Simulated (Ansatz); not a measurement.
## A convergence test on GaAs (F-43m): wavefunction cutoff

Aim: see how gap, energy and time of GaAs (F-43m) follow the wavefunction cutoff.

Program: Ansatz 0.2.0. Level of theory: DFT, PBE, plane waves, PAW. Results are calculated unless marked as measured.

This is a report of a sequence of runs, with most program output left out.

## (1) Starting point

It takes space group F-43m (No. 216, cubic). The conventional cell has a = 5.654 Å, b = 5.654 Å, c = 5.654 Å, α = 90.00°, β = 90.00°, γ = 90.00°. Nearest to Ga lie 4 As at 2.45 Å. As has 4 Ga at 2.45 Å nearest. Farther neighbours are not listed.

The cell and positions come from the Crystallography Open Database and are kept as given unless a step says otherwise. The default PAW set here is soft_1. Its files were made with PBE.

## (2) Wavefunction cutoff: 190 eV

input.yaml

```yaml
crystal:
  lattice:
    - [0.0, 2.82685, 2.82685]
    - [2.82685, 0.0, 2.82685]
    - [2.82685, 2.82685, 0.0]
  atoms:
    - { symbol: Ga, position: [0.0, 0.0, 0.0] }
    - { symbol: As, position: [0.25, 0.25, 0.25] }
kpoints:
  mp_grid: { grid: [8, 8, 8] }
  band_path:
    path:
      - [0.0, 0.0, 0.0]
      - [-0.5, -0.5, 0.0]
      - [-0.375, -0.375, 0.25]
      - [-0.375, 0.0, 0.375]
      - [0.0, 0.0, 0.5]
      - [-0.5, -0.25, 0.25]
    npoints: 1
hamiltonian:
  xc: pbe
  pseudopotentials: { kind: paw, azcp: { folder: "./paw" } }
scf:
  occupations: { method: fermi_dirac, width: 0.02 }
  n_extra_bands: 4
  max_iter: 80
output:
  eigenvalues: true
basis:
  ecutwfc: 190.0
```

Started as:

```bash
ansatz run input.yaml --threads 3 --pin off --max-ram 92160MiB --backend cuda --events-out ev --progress --plain --runs-dir out --devices 1 --max-vram 13GiB
```

Elapsed: 3.1 s, on 1 × NVIDIA H100 80GB HBM3 (shared by 6 runs) with 3 threads of AMD EPYC 7R13 (Zen 3), shared host; peak memory 0.9 GiB; 2 s of CPU time.

This step gave:

* gap: 0.2442 eV
* valence top at: Γ
* conduction bottom at: Γ
* least direct gap: 0.2442 eV

The gap is direct, at Γ.

## (3) Wavefunction cutoff: 290 eV

input.yaml, as its differences from that of step 2:

```diff
@@ -23,3 +23,3 @@
 scf:
-  occupations: { method: fermi_dirac, width: 0.02 }
+  occupations: { method: fixed }
   n_extra_bands: 4
@@ -28,3 +28,7 @@
   eigenvalues: true
+  write_density: true
+  write_potential: true
+  elf: true
+  volumetric_format: npy
 basis:
-  ecutwfc: 190.0
+  ecutwfc: 290.0
```

Run time: 6 s. Hardware: 1 × NVIDIA H100 80GB HBM3 (shared by 6 runs) with 3 threads; peak memory 0.9 GiB.

This step gave:

```
gap                  : 0.5181 eV
valence top at       : Γ
conduction bottom at : Γ
least direct gap     : 0.5181 eV
```

The gap is 0.518 eV, +0.274 eV from the run before at this level.

## (4) Wavefunction cutoff: 420 eV (the default)

input.yaml, the sections that differ from step 3:

```yaml
kpoints:
  mp_grid: { grid: [8, 8, 8] }
  band_path:
    path:
      - [[0.0, 0.0, 0.0], [-0.5, -0.5, 0.0], [-0.375, -0.375, 0.25]]
      - [[-0.375, 0.0, 0.375], [0.0, 0.0, 0.0], [0.0, 0.0, 0.5], [-0.5, -0.25, 0.25], [-0.5, -0.5, 0.0]]
    npoints: 10
scf:
  occupations: { method: fermi_dirac, width: 0.02 }
  n_extra_bands: 4
# crystal, hamiltonian, output: as in step 3
# basis: removed
```

It took 2.7 s on 1 × NVIDIA H100 80GB HBM3 (shared by 6 runs) with 3 threads; peak memory 0.92 GiB.

Numbers from this step:

| Quantity | Value |
| --- | --- |
| gap | 0.5181 eV |
| valence top at | Γ |
| conduction bottom at | Γ |
| least direct gap | 0.5181 eV |

The gap is 0.518 eV, as in the run before at this level.

## (5) Wavefunction cutoff: 630 eV

input.yaml, the sections that differ from step 4:

```yaml
kpoints:
  mp_grid: { grid: [8, 8, 8] }
  band_path:
    path:
      - [0.0, 0.0, 0.0]
      - [-0.5, -0.5, 0.0]
      - [-0.375, -0.375, 0.25]
      - [-0.375, 0.0, 0.375]
      - [0.0, 0.0, 0.5]
      - [-0.5, -0.25, 0.25]
    npoints: 1
scf:
  occupations: { method: fixed }
  n_extra_bands: 4
  max_iter: 80
basis:
  ecutwfc: 630.0
# crystal, hamiltonian, output: as in step 4
```

Run time: 7.8 s. Hardware: 1 × NVIDIA H100 80GB HBM3 (shared by 6 runs) with 3 threads; peak memory 0.9 GiB; 2.6 s of CPU time.

Numbers from this step:

```yaml
gap: 0.5188 eV
valence_top_at: Γ
conduction_bottom_at: Γ
least_direct_gap: 0.5188 eV
```

The gap is 0.519 eV, +0.001 eV from the run before at this level.

## (6) The series

Differences are against the last row; a negative gap means that bands overlap, and a run with a band path holds that path's time. Times are wall times on 1 × NVIDIA H100 80GB HBM3 (shared by 6 runs) with 3 threads of AMD EPYC 7R13 (Zen 3), shared host, good to a factor of about two.

```csv
wavefunction cutoff,gap (eV),direct gap (eV),gap error (eV),energy error (meV/atom),irreducible k,time
190 eV,0.244,0.244,−0.275,+8103.3,29,3.1 s
290 eV,0.518,0.518,−0.001,+119.6,29,6 s
420 eV,0.518,0.518,−0.001,+1.1,29,2.7 s
630 eV,0.519,0.519,+0.000,+0.0,29,7.8 s
```

## (7) Results

| Item | Value |
| --- | --- |
| 190 eV | 0.244 eV |
| 290 eV | 0.518 eV |
| 420 eV | 0.518 eV |
| 630 eV | 0.519 eV |

**Reading.** The gap holds to 0.02 eV from 290 eV on. At 190 eV the gap is off by −0.275 eV and the energy by +8103 meV/atom.

[Paths, hosts, dates, memory and timing lines, banners, echoed tables and standing remarks are left out of the program output.]

[Logs are printed without paths, hosts, clocks, repeated set-up lines and the standing remarks that a program may print on its own settings, such as how far it seeks lower states.]

[Runs of the session that timed out or met a known fault of the program may be left out.]

[Cells called generated may have been cut or substituted from an entry of the Crystallography Open Database or the Materials Project.]

[Hosts, paths, dates, database ids (printed as entryN), source tags and the programs' standing remarks are cut or masked in the printed files.]
